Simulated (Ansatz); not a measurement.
# Rb (Im-3m, 1 atom in the cell): converging a phonon calculation, part 2 of 2

How do the frequencies of Rb (Im-3m, 1 atom in the cell) move with q mesh, k mesh and cutoff?

Ansatz 0.2.0; DFT PBEsol, scalar-relativistic, plane waves, PAW.

So far, highest frequency on the path or at a solved wavevector (cm⁻¹): step 3 (phonons on a q mesh) 49.4; step 4 (q mesh 2×2×2) 49.4; step 6 (q mesh 6×6×6) 49.4; step 10 (k-mesh 8×8×8, q mesh 2×2×2) 48.9; step 12 (k-mesh 18×18×18, q mesh 2×2×2) 49.6. The relaxed cell has a = 5.569 Å (conventional setting).

The database entry behind the starting cell lists a temperature near 78 K, so it need not match the best structure at ambient conditions.

### Step 13. The series together

Times are for 4 threads of Arm Neoverse V2, shared host. The series side by side:

```
no.    k-mesh  lowest mode on the q mesh (acoustic modes at Γ apart) (cm⁻¹)  highest frequency on the path or at a solved wavevector (cm⁻¹)   time  memory (GiB)
  1     8×8×8                                                          8.02                                                           48.94  5.9 s          0.64
  2  12×12×12                                                          8.75                                                           49.43   15 s           1.0
  3  18×18×18                                                          9.01                                                            49.6   45 s           2.4
```

The runs together. Table of phonon density of states by wavenumber; read off at these points; values in 1/cm⁻¹/cell:

```
wavenumber (cm⁻¹)    8×8×8  12×12×12  18×18×18
              0.5   1.9e-4    1.5e-4    1.4e-4
              2.5  0.00104    9.4e-4    9.1e-4
              3.5  0.00199   0.00177    0.0017
              5.5  0.00576   0.00499   0.00476
              7.5   0.0167    0.0140    0.0132
              8.5   0.0265    0.0213    0.0198
             10.5   0.0385    0.0381    0.0375
             12.5   0.0434    0.0425    0.0423
             14.5   0.0528    0.0514    0.0509
             15.5   0.0571    0.0562    0.0558
             17.5   0.0669    0.0645    0.0639
             19.5   0.0777    0.0766    0.0762
             20.5   0.0708    0.0760    0.0773
             22.5   0.0579    0.0588    0.0592
             24.5   0.0570    0.0573    0.0575
             25.5   0.0579    0.0576    0.0576
             27.5   0.0639    0.0631    0.0628
             29.5   0.0768    0.0742    0.0736
             30.5   0.0959    0.0904    0.0883
             31.5   0.0984    0.0980    0.0980
             32.5   0.0911    0.0919    0.0924
             34.5   0.0799    0.0821    0.0829
             35.5   0.0727    0.0741    0.0745
             37.5   0.0667    0.0669    0.0670
             39.5   0.0690    0.0674    0.0667
             41.5   0.0762    0.0728    0.0721
             42.5   0.0901    0.0813    0.0794
             44.5    0.143     0.134     0.133
             45.5    0.185     0.168     0.161
             46.5    0.122     0.158     0.168
             47.5   0.0720    0.0887    0.0935
             49.5        0   0.00434   0.00886
```

The runs together, line C_V. The C_V, 8×8×8 = 12×12×12 = 18×18×18 by temperature:

```
temperature (K)  C_V, 8×8×8 = 12×12×12 = 18×18×18 (J/mol-atom/K)
              0                                                0
             50                                             23.1
            100                                             24.5
            150                                             24.7
            200                                             24.8
            250                                             24.9
            300                                             24.9
            350                                             24.9
            400                                             24.9
            450                                             24.9
            500                                             24.9
            550                                             24.9
            600                                             24.9
            650                                             24.9
            700                                             24.9
            750                                             24.9
            800                                             24.9
            850                                             24.9
            900                                             24.9
            950                                             24.9
           1000                                             24.9
```

### Step 14. Another cutoff, cutoff 170 eV, q mesh 2×2×2

The cutoff is set to 170 eV on a small fixed q mesh.

File input.yaml:

```yaml
crystal:
  lattice:
    - [-2.7847293308, 2.7847293308, 2.7847293308]
    - [2.7847293308, -2.7847293308, 2.7847293308]
    - [2.7847293308, 2.7847293308, -2.7847293308]
  atoms:
    - { symbol: Rb, position: [0.0, 0.0, 0.0] }
kpoints:
  mp_grid: { grid: [12, 12, 12] }
hamiltonian:
  xc: pbesol
scf:
  occupations: { method: methfessel_paxton, width: 0.15 }
output:
  eigenvalues: true
phonons:
  method: dfpt
  qmesh: [2, 2, 2]
  temperatures: { t_max: 1000, t_step: 50 }
  qpath:
    path:
      - [[0.0, 0.0, 0.0], [0.5, -0.5, 0.5], [0.0, 0.0, 0.5], [0.0, 0.0, 0.0], [0.25, 0.25, 0.25], [0.5, -0.5, 0.5]]
      - [[0.25, 0.25, 0.25], [0.0, 0.0, 0.5]]
    npoints: 10
basis:
  ecutwfc: 170
```

The run is started by

```bash
$ ansatz run input.yaml --threads 4 --pin off --max-ram 7168MiB --backend cpu --events-out ev --progress --plain --runs-dir out
```

Elapsed: 4.9 s, on 4 threads of Arm Neoverse V2, shared host; peak memory 0.49 GiB; 17 s of CPU time.

The run finished; it serves as a test, and its numbers are not taken as the result.

### Step 15. Another cutoff, cutoff 230 eV, q mesh 2×2×2

The cutoff is set to 230 eV on a small fixed q mesh.

Changes to input.yaml since step 14:

```diff
@@ -25,2 +25,2 @@
 basis:
-  ecutwfc: 170
+  ecutwfc: 230
```

Wall time 5.4 s (4 threads); peak memory 0.56 GiB.

The run finished; it serves as a test, and its numbers are not taken as the result.

### Step 16. Another cutoff, cutoff 290 eV, q mesh 2×2×2

The cutoff is set to 290 eV on a small fixed q mesh.

Changes to input.yaml since step 15:

```diff
@@ -25,2 +25,2 @@
 basis:
-  ecutwfc: 230
+  ecutwfc: 290
```

Elapsed: 9.5 s, on 4 threads; peak memory 0.73 GiB.

The run finished; it serves as a test, and its numbers are not taken as the result.

### Step 17. Another cutoff, cutoff 360 eV, q mesh 2×2×2

The cutoff is set to 360 eV on a small fixed q mesh.

Changes to input.yaml since step 16:

```diff
@@ -25,2 +25,2 @@
 basis:
-  ecutwfc: 290
+  ecutwfc: 360
```

Elapsed: 11 s, on 4 threads; peak memory 0.83 GiB; 40 s of CPU time.

Frequencies (cm⁻¹) solved at each irreducible wavevector; negative means imaginary. Frequencies by wavevector, by row:

```
q in reciprocal lattice units  star  mode 1  mode 2  mode 3
                        0 0 0     1       0       0       0
                     0 0 -0.5     6     8.8    30.7    49.4
               -0.5 -0.5 -0.5     1      46      46      46
```

Against step 4 (now cutoff 360 eV), the highest frequency on the path or at a solved wavevector stays at 49.4 cm⁻¹.

### Step 18. Another cutoff, cutoff 550 eV, q mesh 2×2×2

The cutoff is set to 550 eV on a small fixed q mesh.

Changes to input.yaml since step 17:

```diff
@@ -25,2 +25,2 @@
 basis:
-  ecutwfc: 360
+  ecutwfc: 550
```

Run time: 20 s. Hardware: 4 threads; peak memory 1.3 GiB; 76 s of CPU time.

Frequencies (cm⁻¹) solved at each irreducible wavevector; negative means imaginary. Frequencies by wavevector, by row:

```
q in reciprocal lattice units  star  mode 1  mode 2  mode 3
                        0 0 0     1       0       0       0
                     0 0 -0.5     6     8.8    30.7    49.4
               -0.5 -0.5 -0.5     1      46      46      46
```

Against step 4 (now cutoff 550 eV), the highest frequency on the path or at a solved wavevector stays at 49.4 cm⁻¹. The highest frequency on the path or at a solved wavevector moves by under 1 % between these two settings.

### Step 19. Outcome

```
mean frequency, q mesh 2×2×2                                           : 31.5 cm⁻¹
mean frequency, q mesh 3×3×3                                           : 31.6 cm⁻¹
mean frequency, q mesh 6×6×6                                           : 31.6 cm⁻¹
lowest mode on the q mesh (acoustic modes at Γ apart), k-mesh 4×4×4    : -6.7 cm⁻¹
lowest mode on the q mesh (acoustic modes at Γ apart), k-mesh 6×6×6    : 6.2 cm⁻¹
lowest mode on the q mesh (acoustic modes at Γ apart), k-mesh 8×8×8    : 8.0 cm⁻¹
lowest mode on the q mesh (acoustic modes at Γ apart), k-mesh 12×12×12 : 8.8 cm⁻¹
lowest mode on the q mesh (acoustic modes at Γ apart), k-mesh 18×18×18 : 9.0 cm⁻¹
lowest mode on the q mesh (acoustic modes at Γ apart), cutoff 170 eV   : 9.0 cm⁻¹
lowest mode on the q mesh (acoustic modes at Γ apart), cutoff 230 eV   : 8.3 cm⁻¹
lowest mode on the q mesh (acoustic modes at Γ apart), cutoff 290 eV   : 8.8 cm⁻¹
lowest mode on the q mesh (acoustic modes at Γ apart), cutoff 360 eV   : 8.8 cm⁻¹
lowest mode on the q mesh (acoustic modes at Γ apart), cutoff 550 eV   : 8.8 cm⁻¹
```

**Reading.** Over the whole q mesh series, coarse runs included, the mean frequency runs from 31.5 to 31.6 cm⁻¹; from 2×2×2 on it stays within 0.1 cm⁻¹ of the finest run (6×6×6), against a tolerance of 1.0. Over the whole k mesh series, coarse runs included, the lowest mode on the q mesh (acoustic modes at Γ apart) runs from -6.7 to 9.0 cm⁻¹; from 8×8×8 on all solved modes stay within 1.0 cm⁻¹ of the finest run (18×18×18), against a tolerance of 1.0. Over the whole cutoff series, coarse runs included, the lowest mode on the q mesh (acoustic modes at Γ apart) runs from 8.3 to 9.0 cm⁻¹; from 170 eV on all solved modes stay within 0.9 cm⁻¹ of the finest run (550 eV), against a tolerance of 1.0. All runs share the cell relaxed at the base settings, which is not exactly at rest under another k mesh or cutoff. With no gap, or one that is small against the smearing, the frequencies hang on the k mesh and the smearing, most of all near Kohn anomalies. These are harmonic frequencies at zero temperature: anharmonic shifts, linewidths and thermal expansion are left out.

[Logs are printed without paths, hosts, clocks, repeated set-up lines and the standing remarks that a program may print on its own settings, such as how far it seeks lower states.]

[Hosts, paths, dates, database ids (printed as entryN), source tags and the programs' standing remarks are cut or masked in the printed files.]
